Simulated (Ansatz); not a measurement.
**AsN2, from a guessed structure to a relaxed one**

Starting from a made-up structure for AsN2, the aim is the relaxed cell, its shortest contacts and, where a second run follows, its electronic structure.

Main program and level: Ansatz 0.2.0; DFT, PBEsol, plane-wave PAW, files of the set soft_1, scalar-relativistic, no spin, cell and ions relaxed at zero pressure; PAW set soft_1, in the first sound run; inputs show where later runs differ.

### Step 1. The structure

Symmetry: I4/mcm, No. 140, tetragonal system. Conventional cell: a = 4.648 Å, b = 4.648 Å, c = 5.546 Å, α = 90.00°, β = 90.00°, γ = 90.00°. Nearest to As lie 8 N at 2.33 Å. Nearest to N lie 1 N at 1.50 Å. Farther neighbours and most contacts between anions are not listed.

Structure file:

```xyz
6
Lattice="-2.3240 2.3240 2.7730 2.3240 -2.3240 2.7730 2.3240 2.3240 -2.7730" Properties=species:S:1:pos:R:3 pbc="T T T"
As    0.0000    0.0000    4.1595
As    0.0000    0.0000    1.3865
N     0.5313    1.7927    0.0000
N    -0.5313    1.7927    2.7730
N     1.7927    0.5313    2.7730
N     2.8553    0.5313    0.0000
```

### Step 2. Relaxation of the guess

The guessed cell has no reason to be at equilibrium. It is relaxed with the atoms, within the space group of the guess.

input.yaml reads:

```yaml
crystal:
  lattice:
    - [-2.324, 2.324, 2.773]
    - [2.324, -2.324, 2.773]
    - [2.324, 2.324, -2.773]
  atoms:
    - { symbol: As, position: [0.75, 0.75, 0.0] }
    - { symbol: As, position: [0.25, 0.25, 0.0] }
    - { symbol: "N", position: [0.3857, 0.1143, 0.5] }
    - { symbol: "N", position: [0.8857, 0.3857, 0.2714] }
    - { symbol: "N", position: [0.6143, 0.8857, 0.5] }
    - { symbol: "N", position: [0.1143, 0.6143, 0.7286] }
kpoints:
  mp_grid: { grid: [8, 8, 8] }
scf:
  occupations: { method: fermi_dirac, width: 0.05 }
hamiltonian:
  xc: pbesol
  pseudopotentials: { kind: paw, azcp: { folder: soft_1 }, xc_functional: pbe }
relax:
  f_tol: 0.015
  max_steps: 70
  cell: {}
output:
  forces: true
  stress: true
```

Launch:

```console
> ansatz run input.yaml --threads 4 --pin off --max-ram 10240MiB --backend cpu --events-out ev --progress --plain --runs-dir out
```

Numbers of over 12 decimals in the logs are rounded to 6 here.

The log of the run:

```text
Engine: ansatz 0.2.0, aarch64-unknown-linux-gnu
Pseudopotentials: kind: paw
Pseudopotential: As, paw, valence charge 15, recommended cutoff 420 eV (normal), soft_1/As.paw.azcp
Pseudopotential: N, paw, valence charge 5, recommended cutoff 420 eV (normal), soft_1/N.paw.azcp
Functional definition: PBEsol
  exchange = pbesol_x
  correlation = pbesol_c
Crystal: 6 atoms, lattice volume = 59.908 Å³
Basis set: ecut = 420 eV, 1153 PW (Γ), exchange–correlation on 60×60×60 points (8 copies of the dense FFT grid, shifted against one another)
Bands: 31, of which v1, the nominal top of the filled ones, is band 25 counted from 1 (24 counted from 0)
Symmetry: 16 space group operations
Space group: I4/mcm (ITA 140), of the structure as read, at distance tolerance 3.9e-5 Å
k-points: 59 of 512
Non-local potential: As, projectors of the file, l = 0: 2, l = 1: 2, l = 2: 3, l = 3: 1
Non-local potential: N, projectors of the file, l = 0: 2, l = 1: 2, l = 2: 1
PAW form: soft (Blöchl's): semilocal exchange-correlation on the pseudo side does not see the compensation charge
PAW frozen core: As, regenerated for the run's functional, and the local potential with it (the file was generated under x = pbe(κ = 0.804, μ = 0.219515), c = pbe(β = 0.066725))
PAW frozen core: N, regenerated for the run's functional, and the local potential with it (the file was generated under x = pbe(κ = 0.804, μ = 0.219515), c = pbe(β = 0.066725))
PAW one-centre angular grid: As, 590 points (default); XC on 64 Gauss nodes
PAW one-centre angular grid: N, 110 points (default); XC on 64 Gauss nodes
Initial density: superposition of atomic densities (chi_scale 0.1, normalization cell, long waves kept (reshape's long-wave potential 0.01 eV rms))
Initial wavefunctions: pseudopotential atomic-orbital guess
Functional: x = pbesol(κ = 0.804, μ = 0.123457), c = pbesol(β = 0.046)
SCF iter   1: F=—  HF=-11133.802557 eV  |F-HF|=—  |Δ(HF+E_count)|=         —  Δρ=6.23e-2  dr2=1.16e0  ethr=3.10e-3  ⟨swp⟩=5.6  Hψ=7416  notcnv=0  defer=5
preconditioner: auto → Kerker (q_TF=auto, 2.647 Å⁻¹)  [metal: Δε(μ)=0.035 eV  Ē_g=11.215 eV  σ=0.050 eV  W_gap=0.17  n_scr=14 (ndim 8)  ℏωp=26.3 eV  f_vac=0.000  D(μ)=2.25/eV (n_scr^D=14)]
SCF iter   2: F=—  HF=-11133.570659 eV  |F-HF|=—  |Δ(HF+E_count)|=   2.32e-1  Δρ=3.41e-2  dr2=3.83e-1  ethr=2.32e-3  ⟨swp⟩=2.0  Hψ=2552  notcnv=0  defer=57
SCF iter   3: F=—  HF=-11133.473238 eV  |F-HF|=—  |Δ(HF+E_count)|=   9.74e-2  Δρ=4.80e-3  dr2=8.68e-3  ethr=7.65e-4  ⟨swp⟩=2.0  Hψ=2832  notcnv=0  defer=61
SCF iter   4: F=—  HF=-11133.473692 eV  |F-HF|=—  |Δ(HF+E_count)|=   4.55e-4  Δρ=1.50e-3  dr2=1.27e-3  ethr=1.74e-5  ⟨swp⟩=2.0  Hψ=3446  notcnv=0  defer=61
SCF iter   5: F=—  HF=-11133.472836 eV  |F-HF|=—  |Δ(HF+E_count)|=   8.56e-4  Δρ=5.19e-4  dr2=1.49e-4  ethr=2.53e-6  ⟨swp⟩=2.0  Hψ=3229  notcnv=0  defer=61
SCF iter   6: F=—  HF=-11133.472855 eV  |F-HF|=—  |Δ(HF+E_count)|=   1.85e-5  Δρ=1.22e-4  dr2=1.23e-5  ethr=2.97e-7  ⟨swp⟩=2.0  Hψ=2580  notcnv=0  defer=61
SCF iter   7: F=—  HF=-11133.472854 eV  |F-HF|=—  |Δ(HF+E_count)|=   6.22e-7  Δρ=3.29e-5  dr2=6.05e-7  ethr=2.45e-8  ⟨swp⟩=2.7  Hψ=2940  notcnv=0  defer=61
SCF iter   8: F=-11133.472854 eV  HF=-11133.472854 eV  |F-HF|=1.49e-9  |Δ(HF+E_count)|=   5.50e-8  Δρ=5.65e-6  dr2=1.80e-8  ethr=2.00e-10  ⟨swp⟩=4.1  Hψ=6338  notcnv=0
SCF 1 converged in 8 iterations: F = -11133.472854 eV  dr2 = 1.80e-8
  greatest PAW one-centre occupation: 1.000 electrons in one spin orbital (limit 2), on the As atom at site 1 (counted from 0), in its partial waves of l = 2
relax step   1: F+E_penalty+E_count = -11133.47285394 eV  Δ(F+E_penalty+E_count) = +0.000e0 eV  max|allowed force component| = 3.134e0 eV/Å  Δτ_max = 0.0000 Å  P = -12.068 GPa  Ω = 59.908 Å³  (8 SCF iters, dr2 threshold 1.00e-7 eV, accepted)
Crystal: 6 atoms, lattice volume = 58.699 Å³
Initial density: handed on by an earlier stage of this run
Initial wavefunctions: those handed on with the density
iter 1 solved again at ethr=9.76e-5 eV; its pass at ethr=3.10e-3 eV (dr2=4.88e-2 eV) is discarded
SCF iter   1: F=—  HF=-11134.275646 eV  |F-HF|=—  |Δ(HF+E_count)|=         —  Δρ=1.17e-2  dr2=4.99e-2  ethr=9.76e-5  ⟨swp⟩=1.7  Hψ=10436  notcnv=0
preconditioner: auto → Kerker (q_TF=auto, 2.656 Å⁻¹)  [metal: Δε(μ)=0.040 eV  Ē_g=11.530 eV  σ=0.050 eV  W_gap=0.20  n_scr=14 (ndim 8)  ℏωp=26.5 eV  f_vac=0.000  D(μ)=1.80/eV (n_scr^D=14)]
SCF iter   2: F=—  HF=-11134.265777 eV  |F-HF|=—  |Δ(HF+E_count)|=   9.87e-3  Δρ=6.08e-3  dr2=1.36e-2  ethr=9.76e-5  ⟨swp⟩=2.8  Hψ=2955  notcnv=0
SCF iter   3: F=—  HF=-11134.261937 eV  |F-HF|=—  |Δ(HF+E_count)|=   3.84e-3  Δρ=8.75e-4  dr2=4.35e-4  ethr=2.72e-5  ⟨swp⟩=2.0  Hψ=3065  notcnv=0
SCF iter   4: F=—  HF=-11134.261887 eV  |F-HF|=—  |Δ(HF+E_count)|=   4.99e-5  Δρ=2.57e-4  dr2=4.20e-5  ethr=8.69e-7  ⟨swp⟩=2.0  Hψ=3277  notcnv=0
SCF iter   5: F=—  HF=-11134.261850 eV  |F-HF|=—  |Δ(HF+E_count)|=   3.64e-5  Δρ=1.53e-4  dr2=1.47e-5  ethr=8.40e-8  ⟨swp⟩=2.6  Hψ=3233  notcnv=0
SCF iter   6: F=—  HF=-11134.261850 eV  |F-HF|=—  |Δ(HF+E_count)|=   8.14e-7  Δρ=3.64e-5  dr2=7.55e-7  ethr=2.94e-8  ⟨swp⟩=2.6  Hψ=3247  notcnv=0
SCF iter   7: F=-11134.261850 eV  HF=-11134.261850 eV  |F-HF|=7.22e-9  |Δ(HF+E_count)|=   9.93e-8  Δρ=1.56e-5  dr2=5.82e-8  ethr=1.20e-9  ⟨swp⟩=4.0  Hψ=6320  notcnv=0
SCF 2 converged in 7 iterations: F = -11134.261850 eV  dr2 = 5.82e-8
relax step   2: F+E_penalty+E_count = -11134.26184962 eV  Δ(F+E_penalty+E_count) = -7.890e-1 eV  max|allowed force component| = 2.741e0 eV/Å  Δτ_max = 0.0297 Å  P = -5.330 GPa  Ω = 58.699 Å³  energy of the carried Pulay correction = +2.825e-3 eV  (7 SCF iters, dr2 threshold 6.00e-7 eV, accepted)
Crystal: 6 atoms, lattice volume = 56.948 Å³
Basis set: ecut = 420 eV, 1121 PW (Γ), exchange–correlation on 60×60×60 points (8 copies of the dense FFT grid, shifted against one another)
SCF iter   1: F=—  HF=-11132.960963 eV  |F-HF|=—  |Δ(HF+E_count)|=         —  Δρ=7.81e-2  dr2=1.96e0  ethr=3.10e-3  ⟨swp⟩=6.9  Hψ=7945  notcnv=0
preconditioner: auto → Kerker (q_TF=auto, 2.670 Å⁻¹)  [metal: Δε(μ)=0.024 eV  Ē_g=13.157 eV  σ=0.050 eV  W_gap=0.12  n_scr=14 (ndim 8)  ℏωp=27.0 eV  f_vac=0.000  D(μ)=2.16/eV (n_scr^D=14)]
SCF iter   2: F=—  HF=-11132.536927 eV  |F-HF|=—  |Δ(HF+E_count)|=   4.24e-1  Δρ=3.86e-2  dr2=4.32e-1  ethr=3.10e-3  ⟨swp⟩=2.3  Hψ=3151  notcnv=0  defer=34
SCF iter   3: F=—  HF=-11132.393012 eV  |F-HF|=—  |Δ(HF+E_count)|=   1.44e-1  Δρ=7.17e-3  dr2=2.87e-2  ethr=8.65e-4  ⟨swp⟩=2.0  Hψ=3015  notcnv=0  defer=34
[...]
[... from here on, the SCF cycles and remarks between the steps are left out ...]
relax step   4: F+E_penalty+E_count = -11134.73778632 eV  Δ(F+E_penalty+E_count) = -4.759e-1 eV  max|allowed force component| = 2.011e0 eV/Å  Δτ_max = 0.0394 Å  P = -4.331 GPa  Ω = 59.829 Å³  energy of the carried Pulay correction = +1.822e-4 eV  (11 SCF iters, accepted)
relax step   5: F+E_penalty+E_count = -11135.06157188 eV  Δ(F+E_penalty+E_count) = -3.238e-1 eV  max|allowed force component| = 2.321e-1 eV/Å  Δτ_max = 0.0516 Å  P = +2.163 GPa  Ω = 60.953 Å³  energy of the carried Pulay correction = -2.399e-3 eV  (7 SCF iters, dr2 threshold 6.00e-7 eV, accepted)
relax step   6: F+E_penalty+E_count = -11135.07886574 eV  Δ(F+E_penalty+E_count) = -1.729e-2 eV  max|allowed force component| = 9.016e-2 eV/Å  Δτ_max = 0.0089 Å  P = +1.100 GPa  Ω = 62.009 Å³  energy of the carried Pulay correction = -4.780e-3 eV  (6 SCF iters, dr2 threshold 6.00e-7 eV, accepted)
relax step   7: F+E_penalty+E_count = -11135.08470038 eV  Δ(F+E_penalty+E_count) = -5.835e-3 eV  max|allowed force component| = 2.369e-2 eV/Å  Δτ_max = 0.0178 Å  P = -0.500 GPa  Ω = 63.924 Å³  energy of the carried Pulay correction = -8.995e-3 eV  (6 SCF iters, dr2 threshold 6.00e-7 eV, accepted)
relax step   8: F+E_penalty+E_count = -11135.08696516 eV  Δ(F+E_penalty+E_count) = -2.265e-3 eV  max|allowed force component| = 3.277e-2 eV/Å  Δτ_max = 0.0001 Å  P = -0.043 GPa  Ω = 63.588 Å³  energy of the carried Pulay correction = -8.265e-3 eV  (6 SCF iters, dr2 threshold 6.00e-7 eV, accepted)
relax step   9: F+E_penalty+E_count = -11135.08694631 eV  Δ(F+E_penalty+E_count) = +1.885e-5 eV  max|allowed force component| = 1.424e-2 eV/Å  Δτ_max = 0.0017 Å  P = +0.168 GPa  Ω = 63.656 Å³  energy of the carried Pulay correction = -8.412e-3 eV  (6 SCF iters, dr2 threshold 6.71e-8 eV, accepted)
relax step  10: F+E_penalty+E_count = -11135.08673632 eV  Δ(F+E_penalty+E_count) = +2.100e-4 eV  max|allowed force component| = 4.535e-3 eV/Å  Δτ_max = 0.0012 Å  P = +0.042 GPa  Ω = 63.787 Å³  energy of the carried Pulay correction = -8.696e-3 eV  (6 SCF iters, dr2 threshold 1.11e-7 eV, accepted)
relax step  11: F+E_penalty+E_count = -11135.08666309 eV  Δ(F+E_penalty+E_count) = +7.323e-5 eV  max|allowed force component| = 2.486e-5 eV/Å  Δτ_max = 0.0003 Å  P = +0.001 GPa  Ω = 63.823 Å³  energy of the carried Pulay correction = -8.774e-3 eV  (6 SCF iters, dr2 threshold 7.75e-9 eV, accepted)
relax step  12: F+E_penalty+E_count = -11135.09873289 eV  Δ(F+E_penalty+E_count) = -1.207e-2 eV  max|allowed force component| = 4.101e-4 eV/Å  Δτ_max = 0.0000 Å  P = +0.299 GPa  Ω = 63.823 Å³  stress off target by 3.01e-1 GPa  SCF on the basis re-selected at this cell (its energy is not comparable with the rows above)  (6 SCF iters)
relax step  13: F+E_penalty+E_count = -11135.09825544 eV  Δ(F+E_penalty+E_count) = +4.775e-4 eV  max|allowed force component| = 7.095e-4 eV/Å  Δτ_max = 0.0049 Å  P = +0.066 GPa  Ω = 64.318 Å³  energy of the carried Pulay correction = -9.741e-4 eV  (6 SCF iters, dr2 threshold 2.27e-7 eV, accepted)
relax step  14: F+E_penalty+E_count = -11135.09819350 eV  Δ(F+E_penalty+E_count) = +6.194e-5 eV  max|allowed force component| = 2.866e-4 eV/Å  Δτ_max = 0.0002 Å  P = -0.008 GPa  Ω = 64.346 Å³  energy of the carried Pulay correction = -1.049e-3 eV  (6 SCF iters, dr2 threshold 3.26e-8 eV, accepted)
iter 1 solved again at ethr=2.07e-8 eV; its pass at ethr=3.10e-3 eV (dr2=1.03e-5 eV) is discarded
SCF iter   1: F=—  HF=-11135.099218 eV  |F-HF|=—  |Δ(HF+E_count)|=         —  Δρ=9.45e-5  dr2=2.31e-7  ethr=2.07e-8  ⟨swp⟩=3.1  Hψ=12342  notcnv=0
SCF iter   2: F=—  HF=-11135.099220 eV  |F-HF|=—  |Δ(HF+E_count)|=   1.49e-6  Δρ=4.83e-5  dr2=5.92e-8  ethr=4.61e-10  ⟨swp⟩=2.3  Hψ=3329  notcnv=0
SCF iter   3: F=—  HF=-11135.099222 eV  |F-HF|=—  |Δ(HF+E_count)|=   2.50e-6  Δρ=3.01e-6  dr2=5.27e-10  ethr=1.18e-10  ⟨swp⟩=2.0  Hψ=2701  notcnv=0
SCF iter   4: F=—  HF=-11135.099222 eV  |F-HF|=—  |Δ(HF+E_count)|=   6.60e-9  Δρ=7.21e-7  dr2=1.72e-10  ethr=1.05e-12  ⟨swp⟩=2.0  Hψ=3305  notcnv=0
iter 5 did not close the SCF: its close was put off for the readings that it lacked (scf_convergence_deferred on its scf_iter line)
SCF iter   5: F=-11135.099222 eV  HF=-11135.099222 eV  |F-HF|=5.46e-12  |Δ(HF+E_count)|=  3.09e-11  Δρ=1.65e-7  dr2=9.93e-12  ethr=1.00e-12  ⟨swp⟩=1.1  Hψ=1835  notcnv=0
SCF iter   6: F=-11135.099222 eV  HF=-11135.099222 eV  |F-HF|=0.00e0  |Δ(HF+E_count)|=  9.09e-12  Δρ=2.84e-8  dr2=6.12e-13  ethr=1.00e-12  ⟨swp⟩=3.0  Hψ=6307  notcnv=0
SCF 15 converged in 6 iterations: F = -11135.099222 eV  dr2 = 6.12e-13
relax step  15: F+E_penalty+E_count = -11135.09922223 eV  Δ(F+E_penalty+E_count) = -1.029e-3 eV  max|allowed force component| = 3.696e-4 eV/Å  Δτ_max = 0.0000 Å  P = +0.003 GPa  Ω = 64.346 Å³  stress off target by 3.22e-2 GPa  SCF on the basis re-selected at this cell (its energy is not comparable with the rows above)  (6 SCF iters)
basis re-selected at this cell: Δ(F+E_penalty+E_count) = -1.029e-3 eV, ΔP = +0.011 GPa vs the last step (what re-selecting the basis moved, of the pressure what is left beyond the Pulay correction that the steps carried, after the strain that the cell walked since its last selection, with what the two solves' SCF thresholds leave and, on support functions, any second-order correction that the steps lacked; it is no m [...]
SCF converged after 6 iterations
Free energy (F): -11135.099222 eV
Harris-Foulkes:  -11135.099222 eV  (|F-HF|=0.00e0)
Internal energy: -11135.083529 eV  (E = F + TS)
E sigma→0 (E₀):  -11135.091376 eV
Entropy (-TS):   -0.015693 eV (-2.615 meV/atom)
Fermi energy:    11.446337 eV
--- Per-component energies (eV) ---
  E_band       = -426.421907
  E_kinetic    = 694.942205
  E_local      = -4043.608297  (includes V_loc(G=0)·N_el)
  E_nonlocal   = -638.199006
  E_hartree    = 2152.927402
  E_xc         = -369.865069
  E_vxc        = -439.619193  (∫ρ·V_xc dr)
  E_paw        = -4433.140148  (= ΣΔE_a)
  E_vpaw       = -305.795748  (= ΣTr[D̂ρ^β])
  E_aug_tail   = 0.003325  (compensation charges beyond the density's cutoff)
  E_ewald      = -4500.189197
  E_core_change = 2.045256  (= ΣΔE_core)
  E_smearing   = -0.015693  (= −TS)
  E_closure    = 0.000000  (closes the sum)
  Σ components = -11135.099222   (vs F -11135.099222, Δ=0.00e0)
--- Forces (eV/Å), atoms counted from 1 ---
  atom   1  As     0.00000000     0.00000000     0.00000000
  atom   2  As     0.00000000     0.00000000     0.00000000
  atom   3  N     -0.00036964     0.00036964     0.00000000
  atom   4  N      0.00036964     0.00036964     0.00000000
  atom   5  N      0.00036964    -0.00036964     0.00000000
  atom   6  N     -0.00036964    -0.00036964     0.00000000
  max |Σ_I F_I| component: 7.81e-18 eV/Å
--- Stress (GPa, compression-positive) ---
        0.020406      -0.000000       0.000000
       -0.000000       0.020406       0.000000
        0.000000       0.000000      -0.032180
  P = ⅓ Tr σ = 0.0029 GPa (0.029 kbar)
--- Relaxed structure (13 steps of the walk, 12 accepted, 2 SCFs on fresh bases) ---
  F+E_penalty+E_count = -11135.09922223 eV   max|allowed force component| = 3.696e-4 eV/Å   (the final SCF, on the basis selected at the relaxed cell)
  cell:  # Å, volume = 64.3459 Å³
    - [-2.392708, 2.392708, 2.809839]
    - [2.392708, -2.392708, 2.809839]
    - [2.392708, 2.392708, -2.809839]
  atoms:
    - { symbol: As, position: [0.75, 0.75, 4.8061708825846465e-19] }
    - { symbol: As, position: [0.25, 0.25, 4.806170882584644e-19] }
    - { symbol: N, position: [0.409293, 0.090707, 0.500000] }
    - { symbol: N, position: [0.909293, 0.409293, 0.318587] }
    - { symbol: N, position: [0.590707, 0.909293, 0.500000] }
    - { symbol: N, position: [0.090707, 0.590707, 0.681413] }
```

The job ended after 37 s (4 threads of Arm Neoverse N1, shared host; peak memory 0.43 GiB; 2.3 min of CPU time).

The steps of the relaxation:

```tsv
step	energy less that of the first step (eV)	largest force component (eV/Å)	pressure (GPa)	volume (Å³)
1	0.0000	3.1340	-12.07	59.91
2	-0.7890	2.7408	-5.33	58.70
3	1.0907	11.6718	56.29	56.95
4	-1.2649	2.0107	-4.33	59.83
5	-1.5887	0.2321	2.16	60.95
6	-1.6060	0.0902	1.10	62.01
7	-1.6118	0.0237	-0.50	63.92
8	-1.6141	0.0328	-0.04	63.59
9	-1.6141	0.0142	0.17	63.66
10	-1.6139	0.0045	0.04	63.79
11	-1.6138	0.0000	0.00	63.82
12*	-1.6259	0.0004	0.30	63.82
13	-1.6254	0.0007	0.07	64.32
14	-1.6253	0.0003	-0.01	64.35
15*	-1.6264	0.0004	0.00	64.35
```

Relaxation steps marked * repeat the geometry before them on a plane-wave basis chosen anew for their cell, so energy and pressure can jump there. Relaxation step 3 was tried and not accepted.

Forces are held to the 16 operations that the run works with; a distortion that breaks them can't arise in this run.

```tsv
conventional cell, symmetrised	before	after	change
a (Å)	4.648	4.785	+3.0 %
b (Å)	4.648	4.785	+3.0 %
c (Å)	5.546	5.620	+1.3 %
volume (Å³/atom)	9.98	10.72	+7.4 %
```

The atoms that moved most (Å, as changes of fractional coordinates times the final cell):

```tsv
atom	dx	dy	dz	length
N6	-0.113	-0.113	0.000	0.160
N4	0.113	0.113	0.000	0.160
N5	0.113	-0.113	0.000	0.160
N3	-0.113	0.113	0.000	0.160
```

The relaxed structure:

```
As N
1.0
    -2.39271    2.39271    2.80984
     2.39271   -2.39271    2.80984
     2.39271    2.39271   -2.80984
As N
2 4
Direct
  0.75000 0.75000 0.00000
  0.25000 0.25000 0.00000
  0.40929 0.09071 0.50000
  0.90929 0.40929 0.31859
  0.59071 0.90929 0.50000
  0.09071 0.59071 0.68141
```

Numbers from this step:

| Property | Result |
| --- | --- |
| free energy | -11135.0992 eV |
| energy at zero smearing | -11135.0914 eV |
| smearing term TS | 0.01569 eV |
| Fermi energy | 11.45 eV |
| electrons | 50 |
| symmetry operations | 16 |
| pressure | 0.002878 GPa |

Shortest distances by pair of elements, guess and relaxed (not always the same contact):

```tsv
pair	guess (Å)	relaxed (Å)
N–N	1.503	1.228
As–N	2.328	2.449
As–As	2.773	2.810
```

The relaxation ends with a largest force component of 3.7e-4 eV/Å and a pressure of 0.00 GPa.

[end of part 1 of 2]

[Logs are printed without paths, hosts, clocks, repeated set-up lines and the standing remarks that a program may print on its own settings, such as how far it seeks lower states.]

[Hosts, paths, dates, database ids (printed as entryN), source tags and the programs' standing remarks are cut or masked in the printed files.]
